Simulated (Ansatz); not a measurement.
# GaAs wire along [111], 38 atoms a period, H-terminated: bands by functional

Wanted: the relaxed geometry and the bands of the GaAs wire along [111], 38 atoms a period, H-terminated.

Program: Ansatz 0.2.0. Level of theory: DFT PBE, plane waves, PAW; relaxation of a wire's period; PAW set soft_1, in the first sound run; inputs show where later runs differ. Results are calculated unless marked as measured.

## (1) The structure

The cell holds 68 atoms: 19 Ga, 19 As and 30 H. Cell: a = 17.512 Å, b = 19.141 Å, c = 9.959 Å, α = 90.0°, β = 90.0°, γ = 90.0°. Vacuum lies along a and b. The structure's axis is c.

## (2) The relaxed wire

Band widths follow the bond lengths, so the wire is relaxed first. The atoms and the third cell vector are free; the box across stays fixed as vacuum. A Fermi-Dirac smearing is set since the result may be a metal. The pressure printed is a third of the stress's trace over the whole box, vacuum included; only the stress along the axis is relaxed.

Contents of input.yaml:

```yaml
crystal:
  lattice:
    - [17.512, 0.0, 0.0]
    - [0.0, 19.141, 0.0]
    - [0.0, 0.0, 9.9592921435]
  atoms:
    - { symbol: Ga, position: [0.267820043, 0.623369798, 0.0] }
    - { symbol: Ga, position: [0.383907983, 0.439411723, 0.0] }
    - { symbol: Ga, position: [0.499995922, 0.623369798, 0.0] }
    - { symbol: As, position: [0.267820043, 0.623369798, 0.25] }
    - { symbol: As, position: [0.383907983, 0.439411723, 0.25] }
    - { symbol: As, position: [0.499995922, 0.255453648, 0.25] }
    - { symbol: As, position: [0.499995922, 0.623369798, 0.25] }
    - { symbol: As, position: [0.616083862, 0.439411723, 0.25] }
    - { symbol: As, position: [0.732171801, 0.623369798, 0.25] }
    - { symbol: H, position: [0.194152581, 0.417004603, 0.280451396] }
    - { symbol: H, position: [0.267820043, 0.300267889, 0.280451396] }
    - { symbol: H, position: [0.42632846, 0.784920752, 0.280451396] }
    - { symbol: H, position: [0.573663384, 0.784920752, 0.280451396] }
    - { symbol: H, position: [0.732171801, 0.300267889, 0.280451396] }
    - { symbol: H, position: [0.805839263, 0.417004603, 0.280451396] }
    - { symbol: H, position: [0.19555133, 0.5851964, 0.30187785] }
    - { symbol: H, position: [0.267820043, 0.699716593, 0.30187785] }
    - { symbol: H, position: [0.427727209, 0.217280251, 0.30187785] }
    - { symbol: H, position: [0.572264635, 0.217280251, 0.30187785] }
    - { symbol: H, position: [0.732171801, 0.699716593, 0.30187785] }
    - { symbol: H, position: [0.804440514, 0.5851964, 0.30187785] }
    - { symbol: Ga, position: [0.267820043, 0.378092365, 0.333333333] }
    - { symbol: Ga, position: [0.383907983, 0.562050439, 0.333333333] }
    - { symbol: Ga, position: [0.499995922, 0.378092365, 0.333333333] }
    - { symbol: Ga, position: [0.499995922, 0.746008514, 0.333333333] }
    - { symbol: Ga, position: [0.616083862, 0.562050439, 0.333333333] }
    - { symbol: Ga, position: [0.732171801, 0.378092365, 0.333333333] }
    - { symbol: As, position: [0.267820043, 0.378092365, 0.583333333] }
    - { symbol: As, position: [0.383907983, 0.562050439, 0.583333333] }
    - { symbol: As, position: [0.499995922, 0.378092365, 0.583333333] }
    - { symbol: As, position: [0.499995922, 0.746008514, 0.583333333] }
    - { symbol: As, position: [0.616083862, 0.562050439, 0.583333333] }
    - { symbol: As, position: [0.732171801, 0.378092365, 0.583333333] }
    - { symbol: H, position: [0.194152581, 0.539643319, 0.613784729] }
    - { symbol: H, position: [0.310240521, 0.723601394, 0.613784729] }
    - { symbol: H, position: [0.383907983, 0.238948531, 0.613784729] }
    - { symbol: H, position: [0.616083862, 0.238948531, 0.613784729] }
    - { symbol: H, position: [0.689751324, 0.723601394, 0.613784729] }
    - { symbol: H, position: [0.805839263, 0.539643319, 0.613784729] }
    - { symbol: H, position: [0.19555133, 0.339918967, 0.635211184] }
    - { symbol: H, position: [0.499995922, 0.82235531, 0.635211184] }
    - { symbol: H, position: [0.804440514, 0.339918967, 0.635211184] }
    - { symbol: Ga, position: [0.267820043, 0.500731081, 0.666666667] }
    - { symbol: Ga, position: [0.383907983, 0.316773007, 0.666666667] }
    - { symbol: Ga, position: [0.383907983, 0.684689156, 0.666666667] }
    - { symbol: Ga, position: [0.499995922, 0.500731081, 0.666666667] }
    - { symbol: Ga, position: [0.616083862, 0.684689156, 0.666666667] }
    - { symbol: Ga, position: [0.616083862, 0.316773007, 0.666666667] }
    - { symbol: Ga, position: [0.732171801, 0.500731081, 0.666666667] }
    - { symbol: As, position: [0.267820043, 0.500731081, 0.916666667] }
    - { symbol: As, position: [0.383907983, 0.316773007, 0.916666667] }
    - { symbol: As, position: [0.383907983, 0.684689156, 0.916666667] }
    - { symbol: As, position: [0.499995922, 0.500731081, 0.916666667] }
    - { symbol: As, position: [0.616083862, 0.684689156, 0.916666667] }
    - { symbol: As, position: [0.616083862, 0.316773007, 0.916666667] }
    - { symbol: As, position: [0.732171801, 0.500731081, 0.916666667] }
    - { symbol: H, position: [0.194152581, 0.662282035, 0.947118062] }
    - { symbol: H, position: [0.499995922, 0.177629173, 0.947118062] }
    - { symbol: H, position: [0.805839263, 0.662282035, 0.947118062] }
    - { symbol: H, position: [0.19555133, 0.462557683, 0.968544517] }
    - { symbol: H, position: [0.31163927, 0.278599609, 0.968544517] }
    - { symbol: H, position: [0.383907983, 0.761035951, 0.968544517] }
    - { symbol: H, position: [0.616083862, 0.761035951, 0.968544517] }
    - { symbol: H, position: [0.688352575, 0.278599609, 0.968544517] }
    - { symbol: H, position: [0.804440514, 0.462557683, 0.968544517] }
    - { symbol: Ga, position: [0.499995922, 0.255453648, 0.0] }
    - { symbol: Ga, position: [0.616083862, 0.439411723, 0.0] }
    - { symbol: Ga, position: [0.732171801, 0.623369798, 0.0] }
kpoints:
  mp_grid: { grid: [1, 1, 9] }
scf:
  occupations: { method: fermi_dirac, width: 0.05 }
hamiltonian:
  xc: pbe
  pseudopotentials: { kind: paw, azcp: { folder: soft_1 } }
relax:
  cell: { fix: [a, b, alpha, beta, gamma] }
  max_steps: 45
  f_tol: 0.03
```

On the command line:

```
$ ansatz run input.yaml --threads 4 --pin off --max-ram 16384MiB --backend cpu --events-out ev --progress --plain --runs-dir out
```

Numbers of over 12 decimals in the logs are rounded to 6 here.

Output:

```text
Engine: ansatz 0.2.0, x86_64-unknown-linux-gnu
Pseudopotentials: kind: paw
Pseudopotential: Ga, paw, valence charge 13, recommended cutoff 420 eV (normal), soft_1/Ga.paw.azcp
Pseudopotential: As, paw, valence charge 15, recommended cutoff 420 eV (normal), soft_1/As.paw.azcp
Pseudopotential: H, paw, valence charge 1, recommended cutoff 420 eV (normal), soft_1/H.paw.azcp
Functional definition: PBE
  parameter kappa = 0.804
  parameter beta = 0.066725
  exchange = pbe_x(kappa = kappa, mu = beta*pi^2/3)
  correlation = pbe_c(beta = beta)
Crystal: 68 atoms, lattice volume = 3338.327 Å³
Basis set: ecut = 420 eV, 65269 PW (Γ), exchange–correlation on 240×256×144 points (8 copies of the dense FFT grid, shifted against one another)
Bands: 349, of which v1, the nominal top of the filled ones, is band 281 counted from 1 (280 counted from 0)
Symmetry: 2 space group operations
Space group: Pm (ITA 6), of the structure as read, at distance tolerance 1.5e-4 Å
k-points: 5 of 9 (time reversal used)
Non-local potential: Ga, projectors of the file, l = 0: 2, l = 1: 2, l = 2: 3, l = 3: 1
Non-local potential: As, projectors of the file, l = 0: 2, l = 1: 2, l = 2: 3, l = 3: 1
Non-local potential: H, projectors of the file, l = 0: 2, l = 1: 1
PAW form: soft (Blöchl's): semilocal exchange-correlation on the pseudo side does not see the compensation charge
PAW one-centre angular grid: Ga, 590 points (default); XC on 64 Gauss nodes
PAW one-centre angular grid: As, 590 points (default); XC on 64 Gauss nodes
PAW one-centre angular grid: H, 110 points (default); XC on 64 Gauss nodes
Initial density: superposition of atomic densities (neutral atoms: chi_scale 0, normalization atom)
Initial wavefunctions: pseudopotential atomic-orbital guess
Functional: x = pbe(κ = 0.804, μ = 0.219515), c = pbe(β = 0.066725)
SCF iter   1: F=—  HF=-164631.769580 eV  |F-HF|=—  |Δ(HF+E_count)|=         —  Δρ=3.21e-2  dr2=3.27e1  ethr=3.10e-3  ⟨swp⟩=6.0  Hψ=7052  notcnv=0  defer=116
preconditioner: auto → Resta (q_TF=auto, 2.027 Å⁻¹)  ε∞=1.8  [insulator: Δε(μ)=2.299 eV  Ē_g=13.704 eV  σ=0.050 eV  W_gap=1.00  n_scr=468 (ndim 8)  ℏωp=12.4 eV  f_vac=0.592  D(μ)=0.00/eV (n_scr^D=0)  ε∞_Penn≈1.8  vacuum switching on, ρ_ref=1.4e-2 e/Å³]
SCF iter   2: F=—  HF=-164623.582931 eV  |F-HF|=—  |Δ(HF+E_count)|=    8.19e0  Δρ=1.46e-2  dr2=6.48e0  ethr=3.10e-3  ⟨swp⟩=3.0  Hψ=2434  notcnv=0  defer=308
SCF iter   3: F=—  HF=-164622.583164 eV  |F-HF|=—  |Δ(HF+E_count)|=    1.00e0  Δρ=4.04e-3  dr2=1.83e0  ethr=1.15e-3  ⟨swp⟩=3.6  Hψ=3650  notcnv=0  defer=306
SCF iter   4: F=—  HF=-164622.138461 eV  |F-HF|=—  |Δ(HF+E_count)|=   4.45e-1  Δρ=1.51e-3  dr2=1.35e-1  ethr=3.26e-4  ⟨swp⟩=4.8  Hψ=2724  notcnv=0  defer=295
SCF iter   5: F=—  HF=-164622.137391 eV  |F-HF|=—  |Δ(HF+E_count)|=   1.07e-3  Δρ=7.00e-4  dr2=1.90e-2  ethr=2.40e-5  ⟨swp⟩=3.2  Hψ=3036  notcnv=0  defer=288
SCF iter   6: F=—  HF=-164622.137379 eV  |F-HF|=—  |Δ(HF+E_count)|=   1.19e-5  Δρ=2.12e-4  dr2=1.12e-3  ethr=3.38e-6  ⟨swp⟩=2.0  Hψ=2637  notcnv=0  defer=288
SCF iter   7: F=—  HF=-164622.138614 eV  |F-HF|=—  |Δ(HF+E_count)|=   1.24e-3  Δρ=6.81e-5  dr2=2.20e-4  ethr=1.99e-7  ⟨swp⟩=2.0  Hψ=2637  notcnv=0  defer=288
SCF iter   8: F=—  HF=-164622.138767 eV  |F-HF|=—  |Δ(HF+E_count)|=   1.52e-4  Δρ=2.14e-5  dr2=2.70e-5  ethr=3.91e-8  ⟨swp⟩=2.0  Hψ=2637  notcnv=0  defer=288
SCF iter   9: F=—  HF=-164622.138388 eV  |F-HF|=—  |Δ(HF+E_count)|=   3.78e-4  Δρ=1.14e-5  dr2=4.89e-6  ethr=4.81e-9  ⟨swp⟩=2.0  Hψ=2925  notcnv=0  defer=288
SCF iter  10: F=—  HF=-164622.138391 eV  |F-HF|=—  |Δ(HF+E_count)|=   2.58e-6  Δρ=3.14e-6  dr2=5.86e-7  ethr=8.70e-10  ⟨swp⟩=2.0  Hψ=2637  notcnv=0  defer=288
SCF iter  11: F=—  HF=-164622.138392 eV  |F-HF|=—  |Δ(HF+E_count)|=   5.11e-7  Δρ=1.15e-6  dr2=1.82e-7  ethr=1.78e-11  ⟨swp⟩=4.0  Hψ=5755  notcnv=0
SCF iter  12: F=-164622.138392 eV  HF=-164622.138392 eV  |F-HF|=9.08e-9  |Δ(HF+E_count)|=   1.86e-8  Δρ=5.60e-7  dr2=1.31e-8  ethr=1.78e-11  ⟨swp⟩=4.0  Hψ=4737  notcnv=0
SCF 1 converged in 12 iterations: F = -164622.138392 eV  dr2 = 1.31e-8
  greatest PAW one-centre occupation: 0.999 electrons in one spin orbital (limit 2), on the As atom at site 5 (counted from 0), in its partial waves of l = 2
relax step   1: F+E_penalty+E_count = -164622.13839159 eV  Δ(F+E_penalty+E_count) = +0.000e0 eV  max|allowed force component| = 7.528e-1 eV/Å  Δτ_max = 0.0000 Å  P = -0.354 GPa  Ω = 3338.327 Å³  fix = [a, b, alpha, beta, gamma]  reactions: a -0.518, b -0.520 GPa; alpha -0.000 GPa/rad  (12 SCF iters, dr2 threshold 1.00e-7 eV, accepted)
Crystal: 68 atoms, lattice volume = 3337.309 Å³
Basis set: ecut = 420 eV, 65241 PW (Γ), exchange–correlation on 240×256×144 points (8 copies of the dense FFT grid, shifted against one another)
Initial density: handed on by an earlier stage of this run
Initial wavefunctions: those handed on with the density
iter 1 solved again at ethr=3.91e-4 eV; its pass at ethr=3.10e-3 eV (dr2=2.20e0 eV) is discarded
SCF iter   1: F=—  HF=-164624.002217 eV  |F-HF|=—  |Δ(HF+E_count)|=         —  Δρ=1.09e-2  dr2=2.24e0  ethr=3.91e-4  ⟨swp⟩=5.2  Hψ=7281  notcnv=0
preconditioner: auto → Resta (q_TF=auto, 2.027 Å⁻¹)  ε∞=1.8  [insulator: Δε(μ)=2.304 eV  Ē_g=13.826 eV  σ=0.050 eV  W_gap=1.00  n_scr=468 (ndim 8)  ℏωp=12.4 eV  f_vac=0.631  D(μ)=0.00/eV (n_scr^D=0)  ε∞_Penn≈1.8  vacuum switching on, ρ_ref=1.4e-2 e/Å³]
SCF iter   2: F=—  HF=-164623.637724 eV  |F-HF|=—  |Δ(HF+E_count)|=   3.64e-1  Δρ=5.29e-3  dr2=4.49e-1  ethr=3.91e-4  ⟨swp⟩=4.8  Hψ=2846  notcnv=0
SCF iter   3: F=—  HF=-164623.653105 eV  |F-HF|=—  |Δ(HF+E_count)|=   1.54e-2  Δρ=1.48e-3  dr2=2.74e-1  ethr=7.98e-5  ⟨swp⟩=3.0  Hψ=3362  notcnv=0  defer=294
SCF iter   4: F=—  HF=-164623.606289 eV  |F-HF|=—  |Δ(HF+E_count)|=   4.68e-2  Δρ=4.35e-4  dr2=6.86e-3  ethr=4.88e-5  ⟨swp⟩=3.6  Hψ=1880  notcnv=0  defer=294
SCF iter   5: F=—  HF=-164623.607052 eV  |F-HF|=—  |Δ(HF+E_count)|=   7.63e-4  Δρ=1.34e-4  dr2=1.01e-3  ethr=1.22e-6  ⟨swp⟩=2.0  Hψ=2291  notcnv=0  defer=294
SCF iter   6: F=—  HF=-164623.606991 eV  |F-HF|=—  |Δ(HF+E_count)|=   6.09e-5  Δρ=4.91e-5  dr2=8.90e-5  ethr=1.81e-7  ⟨swp⟩=2.0  Hψ=2532  notcnv=0  defer=294
SCF iter   7: F=—  HF=-164623.607003 eV  |F-HF|=—  |Δ(HF+E_count)|=   1.16e-5  Δρ=1.57e-5  dr2=1.04e-5  ethr=1.58e-8  ⟨swp⟩=2.0  Hψ=2406  notcnv=0  defer=294
SCF iter   8: F=-164623.607005 eV  HF=-164623.607005 eV  |F-HF|=1.02e-7  |Δ(HF+E_count)|=   1.72e-6  Δρ=4.78e-6  dr2=7.01e-7  ethr=1.21e-9  ⟨swp⟩=4.0  Hψ=5502  notcnv=0
SCF 2 converged in 8 iterations: F = -164623.607005 eV  dr2 = 7.01e-7
[...]
--- Forces (eV/Å), atoms counted from 1 ---
  atom   1  Ga     0.00165386    -0.00098602    -0.00069908
  atom   2  Ga    -0.00118493    -0.00075346     0.00588903
  atom   3  Ga     0.00000000     0.00134299     0.00583921
  atom   4  As    -0.00664478     0.00387951    -0.00112046
  atom   5  As    -0.00347579    -0.00192738     0.00026271
  atom   6  As     0.00000000    -0.00759684    -0.00110436
  atom   7  As     0.00000000     0.00404451     0.00025105
  atom   8  As     0.00347579    -0.00192738     0.00026271
  atom   9  As     0.00664478     0.00387951    -0.00112046
  atom  10  H      0.00000518    -0.00001186    -0.00026567
  atom  11  H      0.00005756     0.00004266    -0.00023684
  atom  12  H     -0.00000778     0.00002011    -0.00025780
  atom  13  H      0.00000778     0.00002011    -0.00025780
  atom  14  H     -0.00005756     0.00004266    -0.00023684
  atom  15  H     -0.00000518    -0.00001186    -0.00026567
  atom  16  H     -0.00093881    -0.00134327    -0.00076742
  atom  17  H      0.00068323     0.00144025    -0.00078199
  atom  18  H     -0.00158239    -0.00014472    -0.00077266
  atom  19  H      0.00158239    -0.00014472    -0.00077266
  atom  20  H     -0.00068323     0.00144025    -0.00078199
  atom  21  H      0.00093881    -0.00134327    -0.00076742
  atom  22  Ga     0.00722363     0.00415648    -0.00348421
  atom  23  Ga     0.01303077    -0.00763763     0.00286368
  atom  24  Ga     0.00000000     0.01500893     0.00284783
  atom  25  Ga     0.00000000    -0.00844421    -0.00346841
  atom  26  Ga    -0.01303077    -0.00763763     0.00286368
  atom  27  Ga    -0.00722363     0.00415648    -0.00348421
  atom  28  As     0.00080908     0.00048989    -0.00026726
  atom  29  As    -0.00048632     0.00032773     0.00010346
  atom  30  As     0.00000000    -0.00055605     0.00010391
  atom  31  As     0.00000000    -0.00097234    -0.00024638
  atom  32  As     0.00048632     0.00032773     0.00010346
  atom  33  As    -0.00080908     0.00048989    -0.00026726
  atom  34  H      0.00213641    -0.00168572    -0.00004717
  atom  35  H      0.00256721    -0.00098876    -0.00003192
  atom  36  H     -0.00039908     0.00277708    -0.00002967
  atom  37  H      0.00039908     0.00277708    -0.00002967
  atom  38  H     -0.00256721    -0.00098876    -0.00003192
  atom  39  H     -0.00213641    -0.00168572    -0.00004717
  atom  40  H     -0.00322114    -0.00185305     0.00219032
[...]
atom  57  H     -0.00159355     0.00092172    -0.00058745
  atom  58  H      0.00000000    -0.00169540    -0.00056356
  atom  59  H      0.00159355     0.00092172    -0.00058745
  atom  60  H      0.00078917     0.00191912     0.00070465
  atom  61  H      0.00205270    -0.00028613     0.00068766
  atom  62  H     -0.00127646    -0.00163767     0.00069894
  atom  63  H      0.00127646    -0.00163767     0.00069894
  atom  64  H     -0.00205270    -0.00028613     0.00068766
  atom  65  H     -0.00078917     0.00191912     0.00070465
  atom  66  Ga     0.00000000     0.00177683    -0.00070357
  atom  67  Ga     0.00118493    -0.00075346     0.00588903
  atom  68  Ga    -0.00165386    -0.00098602    -0.00069908
  max |Σ_I F_I| component: 2.40e-6 eV/Å
--- Stress (GPa, compression-positive) ---
        0.000782       0.000000       0.000000
        0.000000      -0.001527      -0.000021
        0.000000      -0.000021      -0.001839
  P = ⅓ Tr σ = -0.0009 GPa (-0.009 kbar)
--- Relaxed structure (6 steps of the walk, 6 accepted, 1 SCFs on fresh bases) ---
  F+E_penalty+E_count = -164623.78924308 eV   max|allowed force component| = 1.501e-2 eV/Å   (the final SCF, on the basis selected at the relaxed cell)
  cell:  # Å, volume = 3340.2518 Å³
    - [17.512, 0.0, 0.0]
    - [0.0, 19.141, 0]
    - [0.0, 0, 9.965035]
  atoms:
    - { symbol: Ga, position: [0.262344, 0.626276, -0.00743315] }
    - { symbol: Ga, position: [0.386086, 0.440567, 0.010460] }
    - { symbol: Ga, position: [0.5, 0.621088, 0.010450] }
    - { symbol: As, position: [0.275738, 0.619189, 0.242604] }
    - { symbol: As, position: [0.381089, 0.437918, 0.257966] }
    - { symbol: As, position: [0.5, 0.263798, 0.242594] }
    - { symbol: As, position: [0.5, 0.626361, 0.257962] }
    - { symbol: As, position: [0.618911, 0.437918, 0.257966] }
    - { symbol: As, position: [0.724262, 0.619189, 0.242604] }
    - { symbol: H, position: [0.192042, 0.421344, 0.282062] }
    - { symbol: H, position: [0.270885, 0.296405, 0.282079] }
    - { symbol: H, position: [0.421158, 0.784437, 0.282088] }
    - { symbol: H, position: [0.578842, 0.784437, 0.282088] }
    - { symbol: H, position: [0.729115, 0.296405, 0.282079] }
    - { symbol: H, position: [0.807958, 0.421344, 0.282062] }
    - { symbol: H, position: [0.203103, 0.588616, 0.301503] }
    - { symbol: H, position: [0.268344, 0.692022, 0.301514] }
    - { symbol: H, position: [0.434747, 0.221518, 0.301467] }
    - { symbol: H, position: [0.565253, 0.221518, 0.301467] }
    - { symbol: H, position: [0.731656, 0.692022, 0.301514] }
    - { symbol: H, position: [0.796897, 0.588616, 0.301503] }
    - { symbol: Ga, position: [0.260542, 0.374238, 0.327163] }
    - { symbol: Ga, position: [0.389747, 0.558973, 0.342805] }
    - { symbol: Ga, position: [0.5, 0.384248, 0.342792] }
    - { symbol: Ga, position: [0.5, 0.753713, 0.327195] }
    - { symbol: Ga, position: [0.610253, 0.558973, 0.342805] }
    - { symbol: Ga, position: [0.739458, 0.374238, 0.327163] }
    - { symbol: As, position: [0.274772, 0.381759, 0.577323] }
    - { symbol: As, position: [0.383499, 0.562273, 0.590429] }
    - { symbol: As, position: [0.5, 0.377646, 0.590421] }
    - { symbol: As, position: [0.5, 0.738687, 0.577346] }
    - { symbol: As, position: [0.616501, 0.562273, 0.590429] }
    - { symbol: As, position: [0.725228, 0.381759, 0.577323] }
    - { symbol: H, position: [0.190081, 0.541625, 0.616402] }
    - { symbol: H, position: [0.306313, 0.725824, 0.616388] }
    - { symbol: H, position: [0.383762, 0.234713, 0.616429] }
    - { symbol: H, position: [0.616238, 0.234713, 0.616429] }
    - { symbol: H, position: [0.693687, 0.725824, 0.616388] }
    - { symbol: H, position: [0.809919, 0.541625, 0.616402] }
    - { symbol: H, position: [0.204929, 0.344864, 0.635022] }
    - { symbol: H, position: [0.5, 0.812469, 0.635050] }
    - { symbol: H, position: [0.795071, 0.344864, 0.635022] }
    - { symbol: Ga, position: [0.264194, 0.502358, 0.662015] }
    - { symbol: Ga, position: [0.383632, 0.313079, 0.662021] }
    - { symbol: Ga, position: [0.380560, 0.686767, 0.662020] }
    - { symbol: Ga, position: [0.5, 0.500731, 0.669243] }
    - { symbol: Ga, position: [0.619440, 0.686767, 0.662020] }
    - { symbol: Ga, position: [0.616368, 0.313079, 0.662021] }
    - { symbol: Ga, position: [0.735806, 0.502358, 0.662015] }
    - { symbol: As, position: [0.275087, 0.504056, 0.912896] }
    - { symbol: As, position: [0.390680, 0.320868, 0.912898] }
    - { symbol: As, position: [0.384398, 0.677290, 0.912897] }
    - { symbol: As, position: [0.5, 0.500737, 0.920302] }
    - { symbol: As, position: [0.615602, 0.677290, 0.912897] }
    - { symbol: As, position: [0.609320, 0.320868, 0.912898] }
    - { symbol: As, position: [0.724913, 0.504056, 0.912896] }
    - { symbol: H, position: [0.188240, 0.665397, 0.948812] }
    - { symbol: H, position: [0.5, 0.171395, 0.948747] }
    - { symbol: H, position: [0.811760, 0.665397, 0.948812] }
    - { symbol: H, position: [0.204535, 0.467083, 0.967327] }
    - { symbol: H, position: [0.320410, 0.283448, 0.967332] }
    - { symbol: H, position: [0.384119, 0.751678, 0.967316] }
    - { symbol: H, position: [0.615881, 0.751678, 0.967316] }
    - { symbol: H, position: [0.679590, 0.283448, 0.967332] }
    - { symbol: H, position: [0.795465, 0.467083, 0.967327] }
    - { symbol: Ga, position: [0.5, 0.249670, -0.00743692] }
    - { symbol: Ga, position: [0.613914, 0.440567, 0.010460] }
    - { symbol: Ga, position: [0.737656, 0.626276, -0.00743315] }
[key lines of the parts left out:]
SCF converged after 6 iterations
Free energy (F): -164623.789243 eV
Fermi energy:    -0.713042 eV
```

The job ended after 19 min (4 threads of Intel Xeon Platinum 8375C at 2.90GHz (Ice Lake), shared host; peak memory 11 GiB; 72 min of CPU time).

[end of part 1 of 2]

[Logs are printed without paths, hosts, clocks, repeated set-up lines and the standing remarks that a program may print on its own settings, such as how far it seeks lower states.]

[Hosts, paths, dates, database ids (printed as entryN), source tags and the programs' standing remarks are cut or masked in the printed files.]
